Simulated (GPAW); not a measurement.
# Cu K ELNES/XANES of CuSe (P4/nmm) from DFT, part 2 of 3

Aim: the dependence of the Cu K near-edge features of CuSe (P4/nmm) on volume.

GPAW 26.7.0; X-ray absorption from dipole matrix elements to empty bands, plane-wave PAW LDA.

So far. Step 2 (Ground state of the crystal): The mesh shows no gap, so the system is treated as a metal and the core electron is put at the Fermi level (neutral cell).

**4. Spectrum with XCH, Cu atom 3**

The holes are 7.5 Å apart. In GPAW the data set carries the hole's charge, so charge=0 means a charged cell and charge=-1 a neutral one. The excited electron is kept in the cell, where it fills the lowest empty states and screens the hole. After the field has converged, empty bands are computed with the density fixed and the dipole matrix elements are summed.

The absorber has 4 Se at 2.41 Å (tetrahedral, site symmetry -4m2).

File xas.py:

```python
import numpy as np
from ase import Atoms
from ase.parallel import parprint, paropen
from gpaw import GPAW, PW, FermiDirac, Mixer, MixerDif, setup_paths
from gpaw.test import gen
setup_paths.insert(0, '.')
gen('Cu', name='fch1s', xcname='LDA', corehole=(1, 0, 1), write_xml=True)
from gpaw.mpi import world
world.barrier()

atoms = Atoms('Se8Cu8',
    cell=[[0, 7.5491599, 0],
     [-7.5491599, 0, 0],
     [3.77457995, 3.77457995, 5.43834287]],
    scaled_positions=[[0.11149821, 0.13850179, 0.27700358],
     [0.11149821, 0.63850179, 0.27700358],
     [0.61149821, 0.13850179, 0.27700358],
     [0.61149821, 0.63850179, 0.27700358],
     [0.63850179, 0.11149821, 0.72299642],
     [0.63850179, 0.61149821, 0.72299642],
     [0.13850179, 0.11149821, 0.72299642],
     [0.13850179, 0.61149821, 0.72299642],
     [0.25, 0.75, 0],
     [0.25, 0.25, 0],
     [0.75, 0.75, 0],
     [0.75, 0.25, 0],
     [0, 0, 0],
     [0, 0.5, 0],
     [0.5, 0, 0],
     [0.5, 0.5, 0]],
    pbc=True)
atoms.calc = calc = GPAW(legacy_gpaw=True, mode=PW(430, force_complex_dtype=True), xc='LDA', setups={8: 'fch1s'},
    kpts={'size': (3, 3, 3), 'gamma': True}, occupations=FermiDirac(0.1),
    charge=-1, mixer=Mixer(0.1, 5, 50), maxiter=150,
    convergence={'density': 0.0001, 'eigenstates': 1e-6}, txt='scf.txt')
energy = atoms.get_potential_energy() + calc.get_reference_energy()
ef = calc.get_fermi_level()
out = dict(energy=energy, fermi=ef, forces=atoms.get_forces().tolist())
parprint(f'all-electron energy {energy:.4f} eV, Fermi level {ef:.4f} eV')
ev = np.array([[calc.get_eigenvalues(k, s) for k in range(len(calc.get_ibz_k_points()))] for s in range(calc.get_number_of_spins())])
out['homo'], out['lumo'], out['counts'] = ev[ev < ef].max(), ev[ev > ef].min(), sorted(set((ev < ef).sum((0, 2)).tolist()))
out['filled'] = (ev[:, 0] < ef).sum(1).tolist()

from ase.units import Ha
from gpaw.xas import dipole_matrix_elements
nb = int(calc.get_number_of_electrons() / 2) + 187
top, nb = nb, nb + 8 + nb // 12
nscf = calc.fixed_density(kpts={'size': (3, 3, 3), 'gamma': True}, nbands=nb,
    convergence={'bands': top, 'eigenstates': 1e-5}, maxiter=60, txt='nscf.txt')
cell = atoms.cell.array
ops = [cell.T @ U.T @ np.linalg.inv(cell.T) for U in nscf.wfs.kd.symmetry.op_scc]
E = np.arange(-6, 34, 0.1)
fwhm = np.interp(E, [4, 25], [1.55, 3.5])
Y, X, zero, highest = 0, 0, 1e9, 1e9
for spin in range(nscf.get_number_of_spins()):
    wfs = nscf.wfs
    A = dipole_matrix_elements(wfs.setups[8])
    eps = np.zeros((wfs.kd.nibzkpts, nb))
    d = np.zeros((3, A.shape[1], wfs.kd.nibzkpts, nb), complex)
    for kpt in wfs.kpt_u:
        if kpt.s == spin and 8 in kpt.P_ani:
            eps[kpt.k] = kpt.eps_n * Ha
            d[:, :, kpt.k] = (kpt.weight * wfs.nspins / 2) ** 0.5 * np.inner(A, kpt.P_ani[8])
    world.sum(eps)
    world.sum(d)
    T = np.einsum('amkn,bmkn->abkn', d, d.conj()).real
    T = sum(np.einsum('ai,ijkn,bj->abkn', R, T, R) for R in ops) / len(ops)
    empty = eps > ef
    zero, highest = min(zero, eps[empty].min()), min(highest, eps[:, top - 1].min())
    lines = [(eps, T, empty)] if spin == 0 else lines + [(eps, T, empty)]
for eps, T, empty in lines:
    f = np.einsum('aakn->akn', T).reshape(3, -1)
    x = eps.ravel() - zero
    w = np.interp(x, E, fwhm) / 2.35482
    g = np.exp(-0.5 * ((E[:, None] - x) / w) ** 2) / (w * (2 * np.pi) ** 0.5)
    Y = Y + (f * empty.ravel()) @ g.T
    X = X + (f * ~empty.ravel()) @ g.T
out.update(E=E.round(2).tolist(), xas=Y.tolist(), xes=X.tolist(), zero=zero, valid=highest - zero, nk=len(eps), nb=nb)
for i in range(0, len(E), 10):
    parprint(f'{E[i]:7.2f}', *(f'{v:10.3e}' for v in Y[:, i]))
import json
with paropen('out.json', 'w') as f:
    json.dump(out, f)
```

Started as:

```
> OMP_NUM_THREADS=1 mpirun -n 4 gpaw python xas.py
```

Numbers of over 12 decimals in the logs are rounded to 6 here.

What it wrote:

```text
Input parameters:
  charge: -1
  convergence: {density: 0.0001,
                eigenstates: 1e-06}
  kpts: {gamma: True,
         size: (3, 3, 3)}
  maxiter: 150
  mixer: {backend: pulay,
          beta: 0.1,
          method: separate,
          nmaxold: 5,
          weight: 50}
  mode: {ecut: 430.0,
         force_complex_dtype: True,
         name: pw}
  occupations: {fixmagmom: False,
                name: fermi-dirac,
                width: 0.1}
  setups: {8: fch1s}

Initialize ...

[... PAW data sets ...]

Reference energy: -878747.268758  # eV

Spin-paired calculation

[... convergence settings ...]
Symmetries present (total): 2
  [... symmetry matrices ...]

27 k-points: 3 x 3 x 3 Monkhorst-Pack grid
10 k-points in the irreducible part of the Brillouin zone
       k-points in crystal coordinates                weights
   0:     0.00000000    0.00000000    0.00000000          1/27
   1:     0.00000000    0.00000000    0.33333333          2/27
   2:     0.33333333   -0.33333333    0.00000000          4/27
   3:     0.33333333   -0.33333333    0.33333333          2/27
   4:     0.33333333    0.00000000   -0.33333333          4/27
   5:     0.33333333    0.00000000    0.00000000          4/27
   6:     0.33333333    0.00000000    0.33333333          4/27
   7:     0.33333333    0.33333333   -0.33333333          2/27
   8:     0.33333333    0.33333333    0.00000000          2/27
   9:     0.33333333    0.33333333    0.33333333          2/27

Wave functions: Plane wave expansion
  Cutoff energy: 430.000 eV
  Number of coefficients (min, max): 6247, 6297
  Pulay-stress correction: 0.000000 eV/Ang^3 (de/decut=0.000000)
  Using FFTW library
  Wavefunction extrapolation:
    Improved wavefunction reuse through dual PAW basis

Occupation numbers: Fermi-Dirac:
  width: 0.1000  # eV

Eigensolver
   Davidson(niter=2)

Densities:
  Coarse grid: 40*40*40 grid
  Fine grid: 80*80*80 grid
  Total Charge: 0.000000

Density mixing:
  Method: separate
  Backend: pulay
  Linear mixing parameter: 0.1
  old densities: 5
  Width of damping distribution: 1.1
  Damping of long wavelength oscillations: 50

[... Hamiltonian set-up ...]
Number of atoms: 16
Number of atomic orbitals: 104
Number of bands in calculation: 87
Number of valence electrons: 137
Bands to converge: occupied

... initialized

Initializing position-dependent things.

Density initialized from atomic densities
Creating initial wave functions:
  87 bands from LCAO basis set

                     Se       Se

                  Se        Se

               Se       Se

          Cu Se     CuSe
              Cu       Cu
        Cu       Cu
            Cu       Cu

Atomic positions and initial magnetic moments

Positions:
   0 Se     0.000000    1.887290    1.506440    ( 0.0000,  0.0000,  0.0000)
   1 Se    -3.774580    1.887290    1.506440    ( 0.0000,  0.0000,  0.0000)
   2 Se     0.000000    5.661870    1.506440    ( 0.0000,  0.0000,  0.0000)
   3 Se    -3.774580    5.661870    1.506440    ( 0.0000,  0.0000,  0.0000)
   4 Se     1.887290    7.549160    3.931902    ( 0.0000,  0.0000,  0.0000)
   5 Se    -1.887290    7.549160    3.931902    ( 0.0000,  0.0000,  0.0000)
   6 Se     1.887290    3.774580    3.931902    ( 0.0000,  0.0000,  0.0000)
[...]
13 Cu    -3.774580    0.000000    0.000000    ( 0.0000,  0.0000,  0.0000)
  14 Cu     0.000000    3.774580    0.000000    ( 0.0000,  0.0000,  0.0000)
  15 Cu    -3.774580    3.774580    0.000000    ( 0.0000,  0.0000,  0.0000)

Unit cell:
           periodic     x           y           z      points  spacing
  1. axis:    yes    0.000000    7.549160    0.000000    40     0.1550
  2. axis:    yes   -7.549160    0.000000    0.000000    40     0.1550
  3. axis:    yes    3.774580    3.774580    5.438343    40     0.1360

  Lengths:   7.549160   7.549160   7.620399
  Angles:  119.691234  60.308766  90.000000

Effective grid spacing dv^(1/3) = 0.1692

iter:   1   -94.826743
iter:   2   -84.642526   -0.47  -1.16
iter:   3   -80.046210   -0.69  -1.35
iter:   4   -79.504628   -2.16  -1.47
iter:   5   -79.148016   -1.89  -1.57
iter:   6   -79.164790   -1.85  -1.81
iter:   7   -79.419485   -1.65  -2.06
iter:   8   -78.989451   -2.51  -2.32
iter:   9   -78.963159   -3.11  -2.57
iter:  10   -78.969883c  -3.54  -2.62
iter:  11   -78.945839c  -3.20  -2.94
iter:  12   -78.946559c  -4.38  -3.14
iter:  13   -78.945315c  -4.61  -3.28
iter:  14   -78.945511c  -5.72  -3.69
iter:  15   -78.945493c  -6.35c -3.86
iter:  16   -78.945456c  -6.94c -3.93
iter:  17   -78.945447c  -6.66c -4.05c

Converged after 17 iterations.

Dipole moment: (23.716956, -24.045569, -0.000000) |e|*Ang

Energy contributions relative to reference atoms: (reference = -878747.268758)

Kinetic:        -17.907313
Potential:       -0.847003
External:        +0.000000
XC:             -60.550439
Entropy (-ST):   -0.351346
Local:           +0.534981
SIC:             +0.000000
--------------------------
Free energy:    -79.121120
Extrapolated:   -78.945447

Showing only first 2 kpts
 Kpt  Band  Eigenvalues  Occupancy
  0    66      5.32152    0.12982
  0    67      5.32152    0.12982
  0    68      5.35699    0.09285
  0    69      5.41911    0.05098

  1    66      5.18825    0.41670
  1    67      5.18825    0.41670
  1    68      5.22264    0.31449
[...]
Fermi level: 5.05476

No gap
No difference between direct/indirect transitions

Forces in eV/Ang:
  0 Se   -0.35371   -0.00000    0.11340
  1 Se    0.35371   -0.00000    0.11340
  2 Se    0.02025   -0.00000   -0.28317
  3 Se   -0.02025   -0.00000   -0.28317
  4 Se   -0.00000   -0.02025    0.28317
  5 Se   -0.00000    0.35371   -0.11340
  6 Se   -0.00000    0.02025    0.28317
[...]
13 Cu    0.14218   -0.14218   -0.00000
 14 Cu   -0.14218    0.14218    0.00000
 15 Cu    0.14218    0.14218    0.00000
Scalar-relativistic atomic LDA calculation for Cu (Copper, Z=29)
Core hole in 1s state (1s occupation: 1.0)
600 radial gridpoints.
|------------------------------------------------|
|------------------------------------------------|
[... the atom generator's iteration count ...]

Energy contributions:
-------------------------
Kinetic:    +1336.692400
XC:           -57.131451
Potential:  -2600.779951
-------------------------
Total:      -1321.219003

state      eigenvalue         ekin         rmax
-----------------------------------------------
1s^1.0 :  -337.058981   426.036309        0.034
2s^2.0 :   -41.859242    83.018235        0.193
2p^6.0 :   -37.118937    82.366106        0.153
3s^2.0 :    -4.941495    18.413630        0.596
3p^6.0 :    -3.402187    16.582998        0.594
3d^10.0:    -0.747943    11.230631        0.562
4s^1.0 :    -0.517664     1.791433        2.006
4p^0.0 :    -0.294182     1.077284        2.520
-----------------------------------------------
(units: Bohr and Hartree)

Generating PAW setup
Kinetic energy of the core from tauc = 1233.538363
Cutoffs:
rc(s)=2.200
rc(p)=2.200
rc(d)=2.000
rc(vbar)=1.800
rc(comp)=2.000
rc(nct)=2.200

Kinetic energy of the core states: 1222.594660
Charge: 1.0
Core electrons: 17.0
Valence electrons: 11.0
Pseudo-core charge: 0.267927
Shape function alpha=2.500
Pseudo-electron charge 3.306954
state    eigenvalue         norm
--------------------------------
4s(1) :    -0.517664     1.110086
*s    :     0.482336
4p(0) :    -0.294182     1.012069
*p    :     0.705818
3d(10):    -0.747943     0.192894
*d    :     0.252057
--------------------------------

Diagonalizing with gridspacing h=0.050

state   all-electron     PAW
-------------------------------
4s:      -0.517664    -0.517809
4p:      -0.294182    -0.294289
3d:      -0.747943    -0.748405
*f:                   -0.018700
-------------------------------
all-electron energy -878826.2142 eV, Fermi level 5.0548 eV
[...]
31.00  1.594e-07  1.594e-07  1.686e-07
  32.00  1.760e-07  1.760e-07  1.751e-07
  33.00  1.810e-07  1.810e-07  1.719e-07
```

It took 3.6 min on 4 MPI ranks of Arm Neoverse V2, shared host; peak memory 0.45 GiB.

The Cu K spectrum, Cu atom 3, excited-electron core hole (neutral cell) (energy from the lowest empty level; intensity scaled to a mean of 1 over the first 20 eV; polarised curves are means over the symmetry-equivalent atoms):

```
E (eV)  isotropic  ε ⊥ c  ε ∥ c
  -2.0       0.00   0.00   0.00
  -1.4       0.00   0.00   0.00
  -0.8       0.02   0.01   0.02
  -0.2       0.04   0.04   0.06
   0.4       0.06   0.05   0.07
   1.0       0.04   0.03   0.04
   1.6       0.01   0.01   0.01
   2.2       0.02   0.02   0.01
   2.8       0.09   0.11   0.06
   3.4       0.28   0.32   0.20
   4.0       0.54   0.60   0.43
   4.6       0.77   0.83   0.66
   5.2       1.01   1.05   0.92
   5.8       1.29   1.34   1.21
   6.4       1.60   1.67   1.46
   7.0       1.75   1.80   1.64
   7.6       1.59   1.54   1.70
   8.2       1.30   1.16   1.60
   8.8       1.13   0.95   1.49
   9.4       1.14   0.94   1.53
  10.0       1.23   1.05   1.59
  10.6       1.27   1.16   1.49
  11.2       1.21   1.19   1.24
  11.8       1.13   1.16   1.05
  12.4       1.12   1.16   1.04
  13.0       1.21   1.24   1.16
  13.6       1.33   1.37   1.26
  14.2       1.40   1.47   1.25
  14.8       1.37   1.48   1.15
  15.4       1.28   1.40   1.02
  16.0       1.16   1.28   0.94
  16.6       1.08   1.17   0.90
  17.2       1.04   1.11   0.91
  17.8       1.06   1.11   0.96
  18.4       1.11   1.15   1.03
  19.0       1.17   1.19   1.11
  19.6       1.21   1.21   1.20
  20.2       1.22   1.20   1.26
  20.8       1.19   1.16   1.26
  21.4       1.13   1.09   1.21
  22.0       1.06   1.02   1.12
  22.6       0.98   0.95   1.02
  23.2       0.92   0.90   0.94
  23.8       0.90   0.90   0.91
  24.4       0.92   0.92   0.92
  25.0       0.96   0.96   0.95
  25.6       1.00   1.00   1.01
  26.2       1.03   1.02   1.06
  26.8       1.05   1.02   1.10
  27.4       1.04   1.01   1.11
  28.0       1.02   0.98   1.10
  28.6       0.99   0.95   1.06
  29.2       0.95   0.92   1.02
  29.8       0.94   0.91   1.01
  30.4       0.96   0.93   1.01
  31.0       1.00   0.98   1.04
  31.6       1.05   1.04   1.06
```

Main maxima below 30 eV (height): 7.0 eV (1.75), 10.6 eV (1.27), 14.4 eV (1.40), 20.0 eV (1.22) and 27.0 eV (1.05). A K edge sees empty p states on the absorber.

The total-energy difference is 8990.85 eV. One term is added: -29.79 eV, since the hole is spin-paired here and a spin-polarised one costs that much less in the free atom (computed apart). The photon energy is then 8961.06 eV. The tabulated edge of the element is 8979 eV. The functional leaves an error in such absolute values: in the free atom LDA prices this hole 18.3 eV below PBE (computed apart), and PBE is itself good to a few eV.

**5. Reference energy of the supercell**

The cell changes for the next run, so it gets a reference energy of its own.

The cell differs from the one that the last finished run ended in (a 7.549 → 7.316 Å, b 7.549 → 7.316 Å, c 7.620 → 7.385 Å).

File scf.py:

```python
import numpy as np
from ase import Atoms
from ase.parallel import parprint, paropen
from gpaw import GPAW, PW, FermiDirac, Mixer, MixerDif, setup_paths
from gpaw.test import gen
setup_paths.insert(0, '.')
gen('Cu', name='nch1s', xcname='LDA', corehole=(1, 0, 0), write_xml=True)
from gpaw.mpi import world
world.barrier()

atoms = Atoms('Se8Cu8',
    cell=[[0, 7.31552932, 0],
     [-7.31552932, 0, 0],
     [3.65776466, 3.65776466, 5.27003762]],
    scaled_positions=[[0.11149821, 0.13850179, 0.27700358],
     [0.11149821, 0.63850179, 0.27700358],
     [0.61149821, 0.13850179, 0.27700358],
     [0.61149821, 0.63850179, 0.27700358],
     [0.63850179, 0.11149821, 0.72299642],
     [0.63850179, 0.61149821, 0.72299642],
     [0.13850179, 0.11149821, 0.72299642],
     [0.13850179, 0.61149821, 0.72299642],
     [0.25, 0.75, 0],
     [0.25, 0.25, 0],
     [0.75, 0.75, 0],
     [0.75, 0.25, 0],
     [0, 0, 0],
     [0, 0.5, 0],
     [0.5, 0, 0],
     [0.5, 0.5, 0]],
    pbc=True)
atoms.calc = calc = GPAW(legacy_gpaw=True, mode=PW(430, force_complex_dtype=True), xc='LDA', setups={8: 'nch1s'},
    kpts={'size': (3, 3, 3), 'gamma': True}, occupations=FermiDirac(0.1),
    charge=0, mixer=Mixer(0.1, 5, 50), maxiter=150,
    convergence={'density': 0.0001, 'eigenstates': 1e-6}, txt='scf.txt')
energy = atoms.get_potential_energy() + calc.get_reference_energy()
ef = calc.get_fermi_level()
out = dict(energy=energy, fermi=ef, forces=atoms.get_forces().tolist())
parprint(f'all-electron energy {energy:.4f} eV, Fermi level {ef:.4f} eV')
ev = np.array([[calc.get_eigenvalues(k, s) for k in range(len(calc.get_ibz_k_points()))] for s in range(calc.get_number_of_spins())])
out['homo'], out['lumo'], out['counts'] = ev[ev < ef].max(), ev[ev > ef].min(), sorted(set((ev < ef).sum((0, 2)).tolist()))
out['filled'] = (ev[:, 0] < ef).sum(1).tolist()
import json
with paropen('out.json', 'w') as f:
    json.dump(out, f)
```

Started as:

```
> OMP_NUM_THREADS=1 mpirun -n 4 gpaw python scf.py
```

What it wrote:

```text
Input parameters:
  convergence: {density: 0.0001,
                eigenstates: 1e-06}
  kpts: {gamma: True,
         size: (3, 3, 3)}
  maxiter: 150
  mixer: {backend: pulay,
          beta: 0.1,
          method: separate,
          nmaxold: 5,
          weight: 50}
  mode: {ecut: 430.0,
         force_complex_dtype: True,
         name: pw}
  occupations: {fixmagmom: False,
                name: fermi-dirac,
[...]
<dir> UserWarning: Initial realspace grid (35,35,36) inconsistent with symmetries.
  warnings.warn(
<dir> UserWarning: Initial realspace grid (35,35,36) inconsistent with symmetries.
  warnings.warn(
<dir> UserWarning: Using symmetrized grid: (36,36,36).

  warnings.warn('Using symmetrized grid: ({},{},{}).\n'.format(*N_c))
<dir> UserWarning: Using symmetrized grid: (36,36,36).

  warnings.warn('Using symmetrized grid: ({},{},{}).\n'.format(*N_c))
all-electron energy -887817.1433 eV, Fermi level 6.1626 eV
[key lines of the parts left out:]
Converged after 14 iterations.
Dipole moment: (24.589172, -24.589172, -0.000000) |e|*Ang
Free energy:    -71.159925
Fermi level: 6.16257
```

Elapsed: 38 s, on 4 MPI ranks; peak memory 0.27 GiB.

Reference energy: -887817.143 eV with the cores included.

**6. Spectrum with XCH, Cu atom 3**

Shorter bonds are expected to push antibonding states and scattering resonances up, and longer ones down; the cell is scaled to test that.

Changed against the first core-hole run: volume scale from 1 to 0.91.

xas.py: that of step 4 with these lines changed.

```diff
@@ -11,5 +11,5 @@
 atoms = Atoms('Se8Cu8',
-    cell=[[0, 7.5491599, 0],
-     [-7.5491599, 0, 0],
-     [3.77457995, 3.77457995, 5.43834287]],
+    cell=[[0, 7.31552932, 0],
+     [-7.31552932, 0, 0],
+     [3.65776466, 3.65776466, 5.27003762]],
     scaled_positions=[[0.11149821, 0.13850179, 0.27700358],
@@ -45,3 +45,3 @@
 from gpaw.xas import dipole_matrix_elements
-nb = int(calc.get_number_of_electrons() / 2) + 187
+nb = int(calc.get_number_of_electrons() / 2) + 170
 top, nb = nb, nb + 8 + nb // 12
```

Started as:

```
> OMP_NUM_THREADS=1 mpirun -n 4 gpaw python xas.py
```

What it wrote:

```text
Input parameters:
  charge: -1
  convergence: {density: 0.0001,
                eigenstates: 1e-06}
  kpts: {gamma: True,
         size: (3, 3, 3)}
  maxiter: 150
  mixer: {backend: pulay,
          beta: 0.1,
          method: separate,
          nmaxold: 5,
          weight: 50}
  mode: {ecut: 430.0,
         force_complex_dtype: True,
         name: pw}
  occupations: {fixmagmom: False,
[...]
warnings.warn(
<dir> UserWarning: Using symmetrized grid: (36,36,36).

  warnings.warn('Using symmetrized grid: ({},{},{}).\n'.format(*N_c))
<dir> UserWarning: Using symmetrized grid: (36,36,36).

  warnings.warn('Using symmetrized grid: ({},{},{}).\n'.format(*N_c))
all-electron energy -878825.9919 eV, Fermi level 6.2261 eV
[...]
32.00  1.514e-07  1.514e-07  1.637e-07
  33.00  1.705e-07  1.705e-07  1.756e-07
[key lines of the parts left out:]
Converged after 17 iterations.
Dipole moment: (24.352491, -24.685588, -0.000000) |e|*Ang
Free energy:    -78.876898
Fermi level: 6.22609
```

Run time: 2.8 min. Hardware: 4 MPI ranks; peak memory 0.4 GiB; 11 min of CPU time.

```csv
E (eV),first run,this run
-2.0,0.00,0.00
-1.0,0.01,0.01
0.0,0.05,0.06
1.0,0.04,0.05
2.0,0.01,0.01
3.0,0.14,0.13
4.0,0.54,0.54
5.0,0.92,0.87
6.0,1.40,1.30
7.0,1.75,1.74
8.0,1.40,1.49
9.0,1.12,1.10
10.0,1.23,1.16
11.0,1.24,1.30
12.0,1.11,1.16
13.0,1.21,1.09
14.0,1.38,1.28
15.0,1.34,1.43
16.0,1.16,1.35
17.0,1.05,1.17
18.0,1.07,1.04
19.0,1.17,1.07
20.0,1.22,1.21
21.0,1.18,1.30
22.0,1.06,1.26
23.0,0.93,1.12
24.0,0.90,0.97
25.0,0.96,0.93
26.0,1.02,0.99
27.0,1.05,1.07
28.0,1.02,1.10
29.0,0.96,1.07
30.0,0.94,1.01
31.0,1.00,0.95
32.0,1.08,0.98
```

Against the first run the r.m.s. difference is 9 %. The highest intensity below 24 eV goes from 7.0 eV (1.75) to 7.2 eV (1.75).

The photon energy of the zero moves by +0.30 eV.

[end of part 2 of 3]

[Banner, clock and machine lines of the logs are left out without a mark of their own.]

[Logs are printed without paths, hosts, clocks, repeated set-up lines and the standing remarks that a program may print on its own settings, such as how far it seeks lower states.]

[Hosts, paths, dates, database ids (printed as entryN), source tags and the programs' standing remarks are cut or masked in the printed files.]

[Lists of maxima count a maximum above −3 eV only where it reaches 4 % of the highest in the window and stands out from its surroundings by 2 % of it (1.5 % where it reaches 55 %); shoulders and weaker maxima are passed over, and of the rest the first, up to two pre-edge ones and the few strongest are named.]
